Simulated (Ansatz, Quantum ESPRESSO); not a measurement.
# RbNbS3 (Pm-3m): zone-centre phonons

Which modes does RbNbS3 (Pm-3m) have at the zone centre?

Method: DFT LDA, scalar-relativistic, plane waves, PseudoDojo norm-conserving pseudopotentials, in Quantum ESPRESSO 8.0 development, patched.

The structure was built from a prototype and need not be the compound's stable phase.

## (1) The structure

The structure is cubic, space group Pm-3m (No. 221). Conventional cell: a = 4.811 Å, b = 4.811 Å, c = 4.811 Å, α = 90.00°, β = 90.00°, γ = 90.00°. Rb has 12 S at 3.40 Å nearest. Nearest to Nb lie 6 S at 2.41 Å. S has 2 Nb at 2.41 Å and 4 Rb at 3.40 Å nearest. Farther neighbours and most contacts between anions are not listed.

As a file:

```cif
data_structure
_symmetry_space_group_name_H-M 'Pm-3m'
_symmetry_Int_Tables_number 221
_cell_length_a 4.8112
_cell_length_b 4.8112
_cell_length_c 4.8112
_cell_angle_alpha 90.000
_cell_angle_beta 90.000
_cell_angle_gamma 90.000
_cell_volume 111.37
loop_
_atom_site_label
_atom_site_type_symbol
_atom_site_symmetry_multiplicity
_atom_site_Wyckoff_symbol
_atom_site_fract_x
_atom_site_fract_y
_atom_site_fract_z
_atom_site_occupancy
Rb1 Rb 1 a 0.00000 0.00000 0.00000 1
Nb1 Nb 1 b 0.50000 0.50000 0.50000 1
S1 S 3 c 0.50000 0.50000 0.00000 1
```

## (2) A first look

Before anything dear is run, a loose run with smearing shows whether this is a metal and how far the cell is from rest.

Input file probe.in:

```
&control
   calculation = 'scf'
   prefix = 'x'
   outdir = './tmp'
   pseudo_dir = './pseudo'
   tprnfor = .true.
   tstress = .true.
   verbosity = 'high'
/
&system
   ibrav = 0
   nat = 5
   ntyp = 3
   ecutwfc = 82.0
   occupations = 'smearing'
   smearing = 'gaussian'
   degauss = 0.01
/
&electrons
   conv_thr = 1.0d-07
   mixing_beta = 0.7
   electron_maxstep = 100
/
ATOMIC_SPECIES
 Rb     85.4678  Rb.upf
 Nb     92.9064  Nb.upf
 S      32.0600  S.upf
CELL_PARAMETERS angstrom
     4.811200000    0.000000000    0.000000000
     0.000000000    4.811200000    0.000000000
     0.000000000    0.000000000    4.811200000
ATOMIC_POSITIONS crystal
 Rb     0.000000000   0.000000000   0.000000000
 Nb     0.500000000   0.500000000   0.500000000
 S      0.500000000   0.500000000   0.000000000
 S      0.500000000   0.000000000   0.500000000
 S      0.000000000   0.500000000   0.500000000
K_POINTS automatic
 4 4 4 0 0 0
```

Run with:

```sh
$ OMP_NUM_THREADS=1 mpirun -n 4 pw.x -nk 4 -in probe.in > probe.out
```

What it wrote:

```text
[banners, grids, parts of the stress and lines that vanish by symmetry left out]
Program PWSCF v.8.0dev
     Message from routine setup:
     using ibrav=0 with symmetry is DISCOURAGED, use correct ibrav instead
[...]
kinetic-energy cutoff     =      82.0000  Ry
     charge density cutoff     =     328.0000  Ry
     scf convergence threshold =      1.0E-07
[...]
Exchange-correlation= SLA-PW-NOGX-NOGC
                           (   1   4   0   0   0   0   0)
[...]
48 Sym. Ops., with inversion, found
[...]
(     0          1          0      )
                  (     0          0          1      )
[...]
(  0.0000000  1.0000000  0.0000000 )
                  (  0.0000000  0.0000000  1.0000000 )
[...]
(     0         -1          0      )
                  (     0          0          1      )
[...]
( -1.0000000  0.0000000  0.0000000 )
                  (  0.0000000  1.0000000  0.0000000 )
[...]
number of k points=    10  Gaussian smearing, width (Ry)=  0.0100
[...]
End of self-consistent calculation
[...]
the Fermi energy is     7.3112 ev
!    total energy              =    -245.64689507 Ry
[...]
convergence has been achieved in   9 iterations
[...]
atom    1 type  1   force =     0.00000000    0.00000000    0.00000000
     atom    2 type  2   force =     0.00000000    0.00000000    0.00000000
     atom    3 type  3   force =     0.00000000    0.00000000    0.00000000
     atom    4 type  3   force =     0.00000000    0.00000000    0.00000000
     atom    5 type  3   force =     0.00000000    0.00000000    0.00000000
[...]
Total force =     0.000000     Total SCF correction =     0.000000
[...]
total   stress  (Ry/bohr**3)                   (kbar)     P=      -11.85
[...]
XML data file, charge density, pseudopotentials, collected wavefunctions

   JOB DONE.
```

Run time: 10 s. Hardware: 4 MPI ranks of Intel Xeon Platinum 8488C (Sapphire Rapids), shared host.

Read from the output:

```yaml
volume_per_atom: 22.27 Å³
pressure: -1.185 GPa
gap_on_the_k_mesh: 0 eV
```

No gap opens on this mesh, so smearing is kept; the start stands at -1.2 GPa.

## (3) Relaxation

The relaxation runs at a cutoff a fifth above that of the response, since stress converges more slowly with the basis than frequencies do. Forces and stress are brought to rest with tight thresholds.

Input file relax.in:

```
&control
   calculation = 'vc-relax'
   prefix = 'x'
   outdir = './tmp'
   pseudo_dir = './pseudo'
   tprnfor = .true.
   tstress = .true.
   forc_conv_thr = 2.0d-05
   etot_conv_thr = 1.0d-07
   nstep = 40
/
&system
   ibrav = 0
   nat = 5
   ntyp = 3
   ecutwfc = 98
   occupations = 'smearing'
   smearing = 'mv'
   degauss = 0.02
/
&electrons
   conv_thr = 1.0d-11
   mixing_beta = 0.7
   electron_maxstep = 100
/
&ions
/
&cell
   press_conv_thr = 0.2
/
ATOMIC_SPECIES
 Rb     85.4678  Rb.upf
 Nb     92.9064  Nb.upf
 S      32.0600  S.upf
CELL_PARAMETERS angstrom
     4.811200000    0.000000000    0.000000000
     0.000000000    4.811200000    0.000000000
     0.000000000    0.000000000    4.811200000
ATOMIC_POSITIONS crystal
 Rb     0.000000000   0.000000000   0.000000000
 Nb     0.500000000   0.500000000   0.500000000
 S      0.500000000   0.500000000   0.000000000
 S      0.500000000   0.000000000   0.500000000
 S      0.000000000   0.500000000   0.500000000
K_POINTS automatic
 6 6 6 0 0 0
```

Run with:

```sh
$ OMP_NUM_THREADS=1 mpirun -n 4 pw.x -nk 4 -in relax.in > relax.out
```

What it wrote:

```text
[banners, grids, parts of the stress and lines that vanish by symmetry left out]
[banner, memory and clock lines left out]
Program PWSCF v.8.0dev

[...]
kinetic-energy cutoff     =      98.0000  Ry
     charge density cutoff     =     392.0000  Ry
     scf convergence threshold =      1.0E-11
[...]
energy convergence thresh.=      1.0E-07
     force convergence thresh. =      2.0E-05
     press convergence thresh. =      2.0E-01
     Exchange-correlation= SLA-PW-NOGX-NOGC
                           (   1   4   0   0   0   0   0)
[...]
48 Sym. Ops., with inversion, found
[...]
number of k points=    20  Marzari-Vanderbilt smearing, width (Ry)=  0.0200
[...]
End of self-consistent calculation
[...]
the Fermi energy is     7.4589 ev
!    total energy              =    -245.64109504 Ry
[...]
convergence has been achieved in  13 iterations
[...]
atom    1 type  1   force =     0.00000000    0.00000000    0.00000000
     atom    2 type  2   force =     0.00000000    0.00000000    0.00000000
     atom    3 type  3   force =     0.00000000    0.00000000    0.00000000
     atom    4 type  3   force =     0.00000000    0.00000000    0.00000000
     atom    5 type  3   force =     0.00000000    0.00000000    0.00000000
     Total force =     0.000000     Total SCF correction =     0.000000
[...]
total   stress  (Ry/bohr**3)                   (kbar)     P=       -8.59
[...]
number of bfgs steps    =   0
[...]
CELL_PARAMETERS (angstrom)
[...]
ATOMIC_POSITIONS (crystal)
Rb               0.0000000000        0.0000000000        0.0000000000
Nb               0.5000000000        0.5000000000        0.5000000000
S                0.5000000000        0.5000000000        0.0000000000
S                0.5000000000        0.0000000000        0.5000000000
[...]
New effective cutoffs (rho, wfc):  392.77   98.29
[...]
End of self-consistent calculation
[...]
the Fermi energy is     7.5159 ev
!    total energy              =    -245.64124483 Ry
[...]
convergence has been achieved in   7 iterations
[...]
atom    1 type  1   force =     0.00000000    0.00000000    0.00000000
     atom    2 type  2   force =     0.00000000    0.00000000    0.00000000
     atom    3 type  3   force =     0.00000000    0.00000000    0.00000000
     atom    4 type  3   force =     0.00000000    0.00000000    0.00000000
     atom    5 type  3   force =     0.00000000    0.00000000    0.00000000
     Total force =     0.000000     Total SCF correction =     0.000000
[...]
total   stress  (Ry/bohr**3)                   (kbar)     P=       -4.79
[...]
number of bfgs steps    =   1
[...]
CELL_PARAMETERS (angstrom)
[...]
ATOMIC_POSITIONS (crystal)
[...]
New effective cutoffs (rho, wfc):  394.21   98.65
[...]
End of self-consistent calculation
[...]
the Fermi energy is     7.5877 ev
!    total energy              =    -245.64131084 Ry
[...]
convergence has been achieved in  10 iterations
[...]
atom    1 type  1   force =     0.00000000    0.00000000    0.00000000
     atom    2 type  2   force =     0.00000000    0.00000000    0.00000000
     atom    3 type  3   force =     0.00000000    0.00000000    0.00000000
     atom    4 type  3   force =     0.00000000    0.00000000    0.00000000
[...]
Total force =     0.000000     Total SCF correction =     0.000000
[...]
total   stress  (Ry/bohr**3)                   (kbar)     P=        0.08
[...]
number of bfgs steps    =   2
[...]
CELL_PARAMETERS (angstrom)
[...]
ATOMIC_POSITIONS (crystal)
[...]
New effective cutoffs (rho, wfc):  394.19   98.64
[...]
End of self-consistent calculation
[...]
the Fermi energy is     7.5865 ev
!    total energy              =    -245.64131086 Ry
[...]
convergence has been achieved in   6 iterations
[...]
atom    3 type  3   force =     0.00000000    0.00000000    0.00000000
     atom    4 type  3   force =     0.00000000    0.00000000    0.00000000
     atom    5 type  3   force =     0.00000000    0.00000000    0.00000000
     Total force =     0.000000     Total SCF correction =     0.000000
[...]
total   stress  (Ry/bohr**3)                   (kbar)     P=       -0.00
[...]
bfgs converged in   4 scf cycles and   3 bfgs steps
[...]
End of BFGS Geometry Optimization
     Final enthalpy           =    -245.6413108567 Ry
     File ./tmp/x.bfgs deleted, as requested
[...]
CELL_PARAMETERS (angstrom)
[...]
ATOMIC_POSITIONS (crystal)
[...]
S                0.5000000000        0.0000000000        0.5000000000
S                0.0000000000        0.5000000000        0.5000000000
[...]
Final scf calculation at the relaxed structure.
[...]
kinetic-energy cutoff     =      98.0000  Ry
     charge density cutoff     =     392.0000  Ry
     scf convergence threshold =      1.0E-13
[...]
press convergence thresh. =      2.0E-01
     Exchange-correlation= SLA-PW-NOGX-NOGC
                           (   1   4   0   0   0   0   0)
[...]
48 Sym. Ops., with inversion, found
[...]
number of k points=    20  Marzari-Vanderbilt smearing, width (Ry)=  0.0200
[...]
End of self-consistent calculation
[...]
the Fermi energy is     7.5865 ev
!    total energy              =    -245.64130929 Ry
[...]
convergence has been achieved in  15 iterations
[...]
atom    1 type  1   force =     0.00000000    0.00000000    0.00000000
     atom    2 type  2   force =     0.00000000    0.00000000    0.00000000
     atom    3 type  3   force =     0.00000000    0.00000000    0.00000000
     atom    4 type  3   force =     0.00000000    0.00000000    0.00000000
     atom    5 type  3   force =     0.00000000    0.00000000    0.00000000
     Total force =     0.000000     Total SCF correction =     0.000000
[...]
total   stress  (Ry/bohr**3)                   (kbar)     P=        0.00
[...]
XML data file, charge density, pseudopotentials, collected wavefunctions
```

The job ended after 95 s (4 MPI ranks).

Relaxation path:

```tsv
step	energy less that of the first step (eV)	largest force (eV/Å)	pressure (GPa)	volume (Å³)
1	0.0000	0.0000	-0.86	111.37
2	-0.0020	0.0000	-0.48	110.88
3	-0.0029	0.0000	0.01	110.27
4	-0.0029	0.0000	0.00	110.28
5	-0.0029	0.0000	0.00	110.28
```

```tsv
conventional cell, symmetrised	before	after	change
a (Å)	4.811	4.796	-0.3 %
b (Å)	4.811	4.796	-0.3 %
c (Å)	4.811	4.796	-0.3 %
volume (Å³/atom)	22.27	22.06	-1.0 %
```

The last row of the table of steps is pw.x's closing run on a basis chosen anew for the final cell, so its energy can jump.

Read from the output:

| Quantity | Value |
| --- | --- |
| volume per atom | 22.06 Å³ |
| pressure | 0 GPa |

The volume changes by -1.0 % from the cell with which this run began.

## (4) Ground state

Perturbation theory inherits every error of the wavefunctions, so the threshold is set near the limit of the arithmetic. Smearing stays on, as the first look found no gap above 0.3 eV.

Input file scf.in:

```
&control
   calculation = 'scf'
   prefix = 'x'
   outdir = './tmp'
   pseudo_dir = './pseudo'
   tprnfor = .true.
   tstress = .true.
/
&system
   ibrav = 0
   nat = 5
   ntyp = 3
   ecutwfc = 82.0
   occupations = 'smearing'
   smearing = 'mv'
   degauss = 0.02
/
&electrons
   conv_thr = 1.0d-12
   mixing_beta = 0.7
   electron_maxstep = 100
/
ATOMIC_SPECIES
 Rb     85.4678  Rb.upf
 Nb     92.9064  Nb.upf
 S      32.0600  S.upf
CELL_PARAMETERS angstrom
     4.795523794    0.000000000    0.000000000
     0.000000000    4.795523794    0.000000000
     0.000000000    0.000000000    4.795523794
ATOMIC_POSITIONS crystal
 Rb     0.000000000   0.000000000   0.000000000
 Nb     0.500000000   0.500000000   0.500000000
 S      0.500000000   0.500000000   0.000000000
 S      0.500000000   0.000000000   0.500000000
 S      0.000000000   0.500000000   0.500000000
K_POINTS automatic
 6 6 6 0 0 0
```

Run with:

```sh
$ OMP_NUM_THREADS=1 mpirun -n 4 pw.x -nk 4 -in scf.in > scf.out
```

What it wrote:

```text
[banners, grids, parts of the stress and lines that vanish by symmetry left out]
[banner, memory and clock lines left out]
Program PWSCF v.8.0dev

[...]
kinetic-energy cutoff     =      82.0000  Ry
     charge density cutoff     =     328.0000  Ry
     scf convergence threshold =      1.0E-12
[...]
Exchange-correlation= SLA-PW-NOGX-NOGC
                           (   1   4   0   0   0   0   0)
[...]
48 Sym. Ops., with inversion, found
[...]
number of k points=    20  Marzari-Vanderbilt smearing, width (Ry)=  0.0200
[...]
End of self-consistent calculation
[...]
the Fermi energy is     7.5865 ev
!    total energy              =    -245.64126647 Ry
[...]
convergence has been achieved in  14 iterations
[...]
atom    1 type  1   force =     0.00000000    0.00000000    0.00000000
     atom    2 type  2   force =     0.00000000    0.00000000    0.00000000
     atom    3 type  3   force =     0.00000000    0.00000000    0.00000000
     atom    4 type  3   force =     0.00000000    0.00000000    0.00000000
     atom    5 type  3   force =     0.00000000    0.00000000    0.00000000
     Total force =     0.000000     Total SCF correction =     0.000000
[...]
total   stress  (Ry/bohr**3)                   (kbar)     P=       -0.08
[...]
XML data file, charge density, pseudopotentials, collected wavefunctions
```

Run time: 21 s. Hardware: 4 MPI ranks; 83 s of CPU time.

This step gave:

| Item | Value |
| --- | --- |
| pressure | -0.008 GPa |

The cell stands at -0.008 GPa, close enough for phonons.

(Part 1 of 3 ends here.)

[Host names and launcher messages were left out of these logs when they were recorded.]

[Logs are printed without paths, hosts, clocks, repeated set-up lines and the standing remarks that a program may print on its own settings, such as how far it seeks lower states.]

[Hosts, paths, dates, database ids (printed as entryN), source tags and the programs' standing remarks are cut or masked in the printed files.]
